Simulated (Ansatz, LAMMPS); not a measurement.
# An extra electron or hole in glassy 57SiO2-27Al2O3-16BaO (mol %) (149 atoms)

Does an extra electron or hole in glassy 57SiO2-27Al2O3-16BaO (mol %) (149 atoms) stay spread out, or do the atoms trap it?

Main program and level: Ansatz 0.2.0; Kohn-Sham DFT, PBE, PAW (set soft_1), plane waves.

## Step 1: The structure

The cell holds 149 atoms: 25 Si, 24 Al, 7 Ba and 93 O. Cell: a = 12.979 Å, b = 12.979 Å, c = 12.979 Å, α = 90.0°, β = 90.0°, γ = 90.0°. 149 atoms (25 Si, 24 Al, 7 Ba, 93 O) placed at random at 2.88 g/cm³, melted at 4000 K for 10 ps at fixed volume with the Morse and Coulomb pair potential with partial charges (Pedone, Malavasi, Menziani, Cormack and Segre, J. Phys. Chem. B 110, 11780 (2006)). Quenched from 4000 K to 300 K at 25 K/ps and fixed volume, held 5 ps.

What the set-up can't give: The quench rate of 25 K/ps is orders of magnitude faster than experiment, which tends to freeze in extra defects. The starting topology of bonds comes from the classical model, and needn't be the one that DFT or experiment would give. Sampling is at Γ alone, for a cell whose shortest periodic width is 13 Å. No spin–orbit coupling is included, so levels derived from the heavy atoms are approximate.

## Step 2: Single point at the start

A single point comes first, to see the forces before anything moves.

File input.yaml:

```yaml
crystal:
  lattice:
    - [12.9793, 0.0, 0.0]
    - [0.0, 12.9793, 0.0]
    - [0.0, 0.0, 12.9793]
  atoms:
    - { symbol: Si, position: [0.6698, 0.41181, 0.77227] }
    - { symbol: Si, position: [0.90701, 0.84611, 0.45174] }
    - { symbol: Si, position: [0.9223, 0.61147, 0.11449] }
    - { symbol: Si, position: [0.87448, 0.49294, 0.31773] }
    - { symbol: Si, position: [0.17834, 0.51906, 0.55375] }
    - { symbol: Si, position: [0.41515, 0.55092, 0.90429] }
    - { symbol: Si, position: [0.89187, 0.44548, 0.67301] }
    - { symbol: Si, position: [0.70232, 0.14737, 0.1285] }
    - { symbol: Si, position: [0.20662, 0.90669, 0.94106] }
    - { symbol: Si, position: [0.40928, 0.85782, 0.28222] }
    - { symbol: Si, position: [0.24058, 0.15635, 0.21248] }
    - { symbol: Si, position: [0.59681, 0.96731, 0.95177] }
    - { symbol: Si, position: [0.23658, 0.5897, 0.05648] }
    - { symbol: Si, position: [0.97929, 0.24251, 0.01561] }
    - { symbol: Si, position: [0.0263, 0.25877, 0.60827] }
    - { symbol: Si, position: [0.67948, 0.26699, 0.51395] }
    - { symbol: Si, position: [0.09402, 0.49914, 0.78265] }
    - { symbol: Si, position: [0.56712, 0.42399, 0.24103] }
    - { symbol: Si, position: [0.71161, 0.64755, 0.04577] }
    - { symbol: Si, position: [0.10107, 0.70966, 0.90315] }
    - { symbol: Si, position: [0.37718, 0.08601, 0.65158] }
    - { symbol: Si, position: [0.49194, 0.30083, 0.6355] }
    - { symbol: Si, position: [0.60025, 0.62572, 0.66837] }
    - { symbol: Si, position: [0.69129, 0.86677, 0.38691] }
    - { symbol: Si, position: [0.08019, 0.44392, 0.10465] }
    - { symbol: Al, position: [0.38741, 0.5224, 0.65931] }
    - { symbol: Al, position: [0.75563, 0.24553, 0.91719] }
    - { symbol: Al, position: [0.82353, 0.14584, 0.67922] }
    - { symbol: Al, position: [0.48398, 0.00244, 0.44197] }
    - { symbol: Al, position: [0.11051, 0.51857, 0.34127] }
    - { symbol: Al, position: [0.7286, 0.91305, 0.14466] }
    - { symbol: Al, position: [0.42782, 0.95501, 0.86879] }
    [... 111 atom lines left out ...]
    - { symbol: O, position: [0.49208, 0.77137, 0.26621] }
    - { symbol: O, position: [0.98716, 0.92074, 0.49665] }
    - { symbol: O, position: [0.30128, 0.80688, 0.27939] }
    - { symbol: O, position: [0.08572, 0.59855, 0.54369] }
    - { symbol: O, position: [0.66263, 0.74738, 0.37266] }
    - { symbol: O, position: [0.98034, 0.52848, 0.38665] }
kpoints:
  mp_grid: { grid: [1, 1, 1] }
hamiltonian:
  xc: pbe
  pseudopotentials: { kind: paw, azcp: { folder: soft_1 } }
scf:
  occupations: { method: fermi_dirac, width: 0.05 }
output:
  forces: true
```

The run is started by

```sh
$ ansatz run input.yaml --threads 8 --pin off --max-ram 15872MiB --backend cpu --events-out ev --progress --plain --runs-dir out
```

Numbers of over 12 decimals in the logs are rounded to 6 here.

The program printed:

```text
[...]
Pseudopotentials: kind: paw
Pseudopotential: Si, paw, valence charge 4, recommended cutoff 420 eV (normal), soft_1/Si.paw.azcp
Pseudopotential: Al, paw, valence charge 3, recommended cutoff 420 eV (normal), soft_1/Al.paw.azcp
Pseudopotential: Ba, paw, valence charge 10, recommended cutoff 420 eV (normal), soft_1/Ba.paw.azcp
Pseudopotential: O, paw, valence charge 6, recommended cutoff 420 eV (normal), soft_1/O.paw.azcp
[...]
Crystal: 149 atoms, lattice volume = 2186.522 Å³
Basis set: ecut = 420 eV, 42931 PW (Γ), exchange–correlation on 180×180×180 points (8 copies of the dense FFT grid, shifted against one another)
Bands: 549, of which v1, the nominal top of the filled ones, is band 400 counted from 1 (399 counted from 0)
Symmetry: 1 space group operations
Space group: P1 (ITA 1), of the structure as read, at distance tolerance 1.3e-4 Å
k-points: 1
[...]
Initial density: superposition of atomic densities (chi_scale 0.1, normalization cell, long waves 41 % of neutral atoms (reshape's long-wave potential 1.41 eV rms, cloud 2.81 Å wide))
Initial wavefunctions: pseudopotential atomic-orbital guess
[...]
SCF iter   1: F=—  HF=-123470.284852 eV  |F-HF|=—  |Δ(HF+E_count)|=         —  Δρ=1.06e-1  dr2=2.63e2  ethr=3.10e-3  ⟨swp⟩=8.0  Hψ=2897  notcnv=0  defer=122
preconditioner: auto → Resta (q_TF=auto, 2.307 Å⁻¹)  ε∞=3.6  [insulator: Δε(μ)=1.713 eV  Ē_g=13.892 eV  σ=0.050 eV  W_gap=1.00  n_scr=460 (ndim 8)  ℏωp=22.3 eV  f_vac=0.057  D(μ)=0.00/eV (n_scr^D=0)  ε∞_Penn≈3.6]
SCF iter   2: F=—  HF=-123402.199126 eV  |F-HF|=—  |Δ(HF+E_count)|=    6.81e1  Δρ=4.02e-2  dr2=3.22e1  ethr=3.10e-3  ⟨swp⟩=3.0  Hψ=1318  notcnv=0  defer=142
SCF iter   3: F=—  HF=-123395.819439 eV  |F-HF|=—  |Δ(HF+E_count)|=    6.38e0  Δρ=1.88e-2  dr2=1.03e1  ethr=3.10e-3  ⟨swp⟩=4.0  Hψ=723  notcnv=0  defer=57
automatic band count: iteration 3 solves 464 bands in place of 549: the levels show a gap, and the empty bands left out lie too high to hold charge; the band table lists the bands solved (type scf.n_extra_bands for more)
SCF iter   4: F=—  HF=-123394.101428 eV  |F-HF|=—  |Δ(HF+E_count)|=    1.72e0  Δρ=7.11e-3  dr2=9.63e-1  ethr=1.29e-3  ⟨swp⟩=5.0  Hψ=951  notcnv=0  defer=55
SCF iter   5: F=—  HF=-123394.046225 eV  |F-HF|=—  |Δ(HF+E_count)|=   5.52e-2  Δρ=2.75e-3  dr2=1.98e-1  ethr=1.20e-4  ⟨swp⟩=3.0  Hψ=812  notcnv=0  defer=55
[...]
SCF iter  13: F=—  HF=-123394.128088 eV  |F-HF|=—  |Δ(HF+E_count)|=   4.15e-7  Δρ=3.82e-6  dr2=2.90e-7  ethr=1.23e-10  ⟨swp⟩=2.0  Hψ=734  notcnv=0  defer=55
SCF iter  14: F=-123394.128088 eV  HF=-123394.128088 eV  |F-HF|=4.35e-8  |Δ(HF+E_count)|=   8.20e-8  Δρ=1.88e-6  dr2=7.19e-8  ethr=1.25e-11  ⟨swp⟩=5.0  Hψ=1589  notcnv=0
SCF 1 converged in 14 iterations: F = -123394.128088 eV  dr2 = 7.19e-8
[...]
SCF converged after 14 iterations
Free energy (F): -123394.128088 eV
Harris-Foulkes:  -123394.128088 eV  (|F-HF|=4.35e-8)
Internal energy: -123394.128088 eV  (E = F + TS)
E sigma→0 (E₀):  -123394.128088 eV
Fermi energy:    5.413838 eV
--- Per-component energies (eV) ---
[...]
Σ components = -123394.128088   (vs F -123394.128088, Δ=0.00e0)
--- Forces (eV/Å), atoms counted from 1 ---
  atom   1  Si    -0.83074963    -0.00484576    -2.08359141
  atom   2  Si     0.01801825    -0.74920917    -2.03840334
  atom   3  Si     0.50279988    -1.06042573     2.47855662
  atom   4  Si     2.49409052     0.00530101     0.45533825
[...]
atom 149  O      0.01560384     0.38030992     0.09504948
  max |Σ_I F_I| component: 3.91e-5 eV/Å
```

It took 19 s on 8 threads of AMD EPYC 7B13 (Zen 3), shared host; peak memory 3.4 GiB; 2.3 min of CPU time.

In the SCF lines HF is the Harris–Foulkes energy and dr2 the Hartree energy of the density residual, in eV; the loop may stop once dr2 is under the threshold and the program's other checks hold. Hψ counts applications of the Hamiltonian.

The r.m.s. force at the start is 1.3 eV/Å.

## Step 3: Relaxation

The atoms are relaxed in the fixed cell, aiming at the force tolerance of the input.

File input.yaml:

```yaml
crystal:
  lattice:
    - [12.9793, 0.0, 0.0]
    - [0.0, 12.9793, 0.0]
    - [0.0, 0.0, 12.9793]
  atoms:
    [... the 149 atom lines of step 2 ...]
kpoints:
  mp_grid: { grid: [1, 1, 1] }
hamiltonian:
  xc: pbe
  pseudopotentials: { kind: paw, azcp: { folder: soft_1 } }
scf:
  occupations: { method: fermi_dirac, width: 0.05 }
output:
  forces: true
relax:
  f_tol: 0.05
  max_steps: 120
```

The program printed:

```text
[...]
Crystal: 149 atoms, lattice volume = 2186.522 Å³
Basis set: ecut = 420 eV, 42931 PW (Γ), exchange–correlation on 180×180×180 points (8 copies of the dense FFT grid, shifted against one another)
Bands: 549, of which v1, the nominal top of the filled ones, is band 400 counted from 1 (399 counted from 0)
Symmetry: 1 space group operations
[...]
k-points: 1
[...]
SCF iter   1: F=—  HF=-123470.284852 eV  |F-HF|=—  |Δ(HF+E_count)|=         —  Δρ=1.06e-1  dr2=2.63e2  ethr=3.10e-3  ⟨swp⟩=8.0  Hψ=2897  notcnv=0  defer=122
[...]
SCF iter  10: F=-123394.128079 eV  HF=-123394.128093 eV  |F-HF|=1.33e-5  |Δ(HF+E_count)|=   1.97e-5  Δρ=2.91e-5  dr2=3.02e-5  ethr=7.81e-9  ⟨swp⟩=3.0  Hψ=2025  notcnv=0
SCF 1 converged in 10 iterations: F = -123394.128079 eV  dr2 = 3.02e-5
[...]
relax step   1: F+E_penalty+E_count = -123394.12807933 eV  Δ(F+E_penalty+E_count) = +0.000e0 eV  max|allowed force component| = 4.297e0 eV/Å  Δτ_max = 0.0000 Å  (10 SCF iters, dr2 threshold 6.25e-5 eV, accepted)
[...]
relax step   2: F+E_penalty+E_count = -123400.07814489 eV  Δ(F+E_penalty+E_count) = -5.950e0 eV  max|allowed force component| = 2.830e0 eV/Å  Δτ_max = 0.1950 Å  (7 SCF iters, dr2 threshold 1.00e-4 eV, accepted)
[...]
relax step   3: F+E_penalty+E_count = -123404.07577225 eV  Δ(F+E_penalty+E_count) = -3.998e0 eV  max|allowed force component| = 1.043e0 eV/Å  Δτ_max = 0.1960 Å  (8 SCF iters, dr2 threshold 1.00e-4 eV, accepted)
relax step   4: F+E_penalty+E_count = -123404.75054713 eV  Δ(F+E_penalty+E_count) = -6.748e-1 eV  max|allowed force component| = 7.600e-1 eV/Å  Δτ_max = 0.1935 Å  (6 SCF iters, dr2 threshold 1.00e-4 eV, accepted)
relax step   5: F+E_penalty+E_count = -123405.22771700 eV  Δ(F+E_penalty+E_count) = -4.772e-1 eV  max|allowed force component| = 4.742e-1 eV/Å  Δτ_max = 0.2000 Å  (7 SCF iters, dr2 threshold 7.84e-5 eV, accepted)
relax step   6: F+E_penalty+E_count = -123405.62402284 eV  Δ(F+E_penalty+E_count) = -3.963e-1 eV  max|allowed force component| = 3.520e-1 eV/Å  Δτ_max = 0.1961 Å  (7 SCF iters, dr2 threshold 8.75e-5 eV, accepted)
relax step   7: F+E_penalty+E_count = -123405.73437842 eV  Δ(F+E_penalty+E_count) = -1.104e-1 eV  max|allowed force component| = 2.920e-1 eV/Å  Δτ_max = 0.1065 Å  (6 SCF iters, dr2 threshold 4.82e-5 eV, accepted)
relax step   8: F+E_penalty+E_count = -123405.87991270 eV  Δ(F+E_penalty+E_count) = -1.455e-1 eV  max|allowed force component| = 1.909e-1 eV/Å  Δτ_max = 0.2000 Å  (6 SCF iters, dr2 threshold 4.70e-5 eV, accepted)
relax step   9: F+E_penalty+E_count = -123405.98557467 eV  Δ(F+E_penalty+E_count) = -1.057e-1 eV  max|allowed force component| = 1.575e-1 eV/Å  Δτ_max = 0.1964 Å  (7 SCF iters, dr2 threshold 1.56e-5 eV, accepted)
relax step  10: F+E_penalty+E_count = -123406.05134362 eV  Δ(F+E_penalty+E_count) = -6.577e-2 eV  max|allowed force component| = 1.497e-1 eV/Å  Δτ_max = 0.2000 Å  (7 SCF iters, dr2 threshold 1.06e-5 eV, accepted)
relax step  11: F+E_penalty+E_count = -123406.10279376 eV  Δ(F+E_penalty+E_count) = -5.145e-2 eV  max|allowed force component| = 2.873e-1 eV/Å  Δτ_max = 0.1148 Å  (7 SCF iters, dr2 threshold 1.52e-5 eV, accepted)
relax step  12: F+E_penalty+E_count = -123406.13348238 eV  Δ(F+E_penalty+E_count) = -3.069e-2 eV  max|allowed force component| = 1.237e-1 eV/Å  Δτ_max = 0.0340 Å  (5 SCF iters, dr2 threshold 7.46e-5 eV, accepted)
relax step  13: F+E_penalty+E_count = -123406.17823261 eV  Δ(F+E_penalty+E_count) = -4.475e-2 eV  max|allowed force component| = 1.455e-1 eV/Å  Δτ_max = 0.1076 Å  (7 SCF iters, dr2 threshold 2.84e-6 eV, accepted)
relax step  14: F+E_penalty+E_count = -123406.20425716 eV  Δ(F+E_penalty+E_count) = -2.602e-2 eV  max|allowed force component| = 1.722e-1 eV/Å  Δτ_max = 0.2000 Å  (9 SCF iters, dr2 threshold 3.92e-6 eV, accepted)
relax step  15: F+E_penalty+E_count = -123406.20534237 eV  Δ(F+E_penalty+E_count) = -1.085e-3 eV  max|allowed force component| = 2.161e-1 eV/Å  Δτ_max = 0.2000 Å  (7 SCF iters, dr2 threshold 2.96e-5 eV, accepted)
relax step  16: F+E_penalty+E_count = -123406.23528856 eV  Δ(F+E_penalty+E_count) = -2.995e-2 eV  max|allowed force component| = 1.962e-1 eV/Å  Δτ_max = 0.2000 Å  (7 SCF iters, dr2 threshold 4.67e-5 eV, accepted)
relax step  17: F+E_penalty+E_count = -123406.25710749 eV  Δ(F+E_penalty+E_count) = -2.182e-2 eV  max|allowed force component| = 2.281e-1 eV/Å  Δτ_max = 0.1578 Å  (6 SCF iters, dr2 threshold 3.18e-5 eV, accepted)
relax step  18: F+E_penalty+E_count = -123406.27210819 eV  Δ(F+E_penalty+E_count) = -1.500e-2 eV  max|allowed force component| = 1.788e-1 eV/Å  Δτ_max = 0.2000 Å  (7 SCF iters, dr2 threshold 4.29e-5 eV, accepted)
relax step  19: F+E_penalty+E_count = -123406.28231854 eV  Δ(F+E_penalty+E_count) = -1.021e-2 eV  max|allowed force component| = 7.678e-2 eV/Å  Δτ_max = 0.0408 Å  (5 SCF iters, dr2 threshold 1.96e-5 eV, accepted)
relax step  20: F+E_penalty+E_count = -123406.28773140 eV  Δ(F+E_penalty+E_count) = -5.413e-3 eV  max|allowed force component| = 3.861e-2 eV/Å  Δτ_max = 0.0564 Å  (9 SCF iters, accepted)
relax step  21: F+E_penalty+E_count = -123406.29299398 eV  Δ(F+E_penalty+E_count) = -5.263e-3 eV  max|allowed force component| = 4.721e-2 eV/Å  Δτ_max = 0.0752 Å  (9 SCF iters, accepted)
relax step  22: F+E_penalty+E_count = -123406.29666705 eV  Δ(F+E_penalty+E_count) = -3.673e-3 eV  max|allowed force component| = 1.015e-1 eV/Å  Δτ_max = 0.1014 Å  (9 SCF iters, accepted)
relax step  23: F+E_penalty+E_count = -123406.30010519 eV  Δ(F+E_penalty+E_count) = -3.438e-3 eV  max|allowed force component| = 7.137e-2 eV/Å  Δτ_max = 0.0425 Å  (5 SCF iters, dr2 threshold 1.03e-5 eV, accepted)
relax step  24: F+E_penalty+E_count = -123406.30331866 eV  Δ(F+E_penalty+E_count) = -3.213e-3 eV  max|allowed force component| = 5.308e-2 eV/Å  Δτ_max = 0.0749 Å  (7 SCF iters, dr2 threshold 2.52e-6 eV, accepted)
relax step  25: F+E_penalty+E_count = -123406.30410703 eV  Δ(F+E_penalty+E_count) = -7.884e-4 eV  max|allowed force component| = 6.198e-2 eV/Å  Δτ_max = 0.0158 Å  (7 SCF iters, accepted)
relax step  26: F+E_penalty+E_count = -123406.30001949 eV  Δ(F+E_penalty+E_count) = +4.088e-3 eV  max|allowed force component| = 6.256e-2 eV/Å  Δτ_max = 0.0698 Å  (9 SCF iters, rejected (line search))
[...]
relax step  27: F+E_penalty+E_count = -123406.30668928 eV  Δ(F+E_penalty+E_count) = -2.582e-3 eV  max|allowed force component| = 2.587e-2 eV/Å  Δτ_max = 0.0299 Å  (9 SCF iters, accepted)
SCF converged after 9 iterations
Free energy (F): -123406.306689 eV
[...]
Internal energy: -123406.306689 eV  (E = F + TS)
E sigma→0 (E₀):  -123406.306689 eV
Fermi energy:    5.339828 eV
[...]
--- Forces (eV/Å), atoms counted from 1 ---
  atom   1  Si    -0.00009771    -0.00611355    -0.00072092
  atom   2  Si    -0.02587509    -0.02161184     0.00283268
  atom   3  Si     0.00800838     0.01086576     0.01109598
  atom   4  Si     0.00225989     0.00323373    -0.00069562
  atom   5  Si     0.00484094     0.00160650     0.00278506
  atom   6  Si    -0.00012518     0.01045801     0.00086933
  atom   7  Si     0.00289849    -0.01262829    -0.00780434
  atom   8  Si    -0.01097963    -0.00562583     0.00085271
  atom   9  Si     0.01014363     0.01057232     0.00573620
  atom  10  Si     0.00898082     0.01172554     0.00478048
  atom  11  Si     0.00515508    -0.00871064     0.00092899
  atom  12  Si    -0.00292571     0.01366324     0.00186320
  atom  13  Si     0.00427266     0.00341307     0.00955100
  atom  14  Si    -0.01041683    -0.02375006    -0.01051016
[...]
atom 148  O      0.00405698    -0.00148203     0.00314624
  atom 149  O      0.00126137    -0.00693810    -0.00877346
  max |Σ_I F_I| component: 1.08e-4 eV/Å
--- Relaxed structure (27 steps of the walk, 26 accepted, 0 SCFs on fresh bases) ---
  F+E_penalty+E_count = -123406.30668928 eV   max|allowed force component| = 2.587e-2 eV/Å
  atoms:
    - { symbol: Si, position: [0.665462, 0.408206, 0.767413] }
    - { symbol: Si, position: [0.920791, 0.845878, 0.484448] }
    - { symbol: Si, position: [0.910520, 0.620125, 0.150330] }
    - { symbol: Si, position: [0.856337, 0.485084, 0.321896] }
[...]
- { symbol: O, position: [0.971835, 0.527919, 0.370228] }
```

Run time: 5 min. Hardware: 8 threads; peak memory 3.4 GiB; 37 min of CPU time.

The relaxation converged after 27 steps, 12.2 eV below its start, with a largest force component of 0.026 eV/Å.

(Continued in part 2 of 3.)

[Logs are printed without paths, hosts, clocks, repeated set-up lines and the standing remarks that a program may print on its own settings, such as how far it seeks lower states.]

[Hosts, paths, dates, database ids (printed as entryN), source tags and the programs' standing remarks are cut or masked in the printed files.]
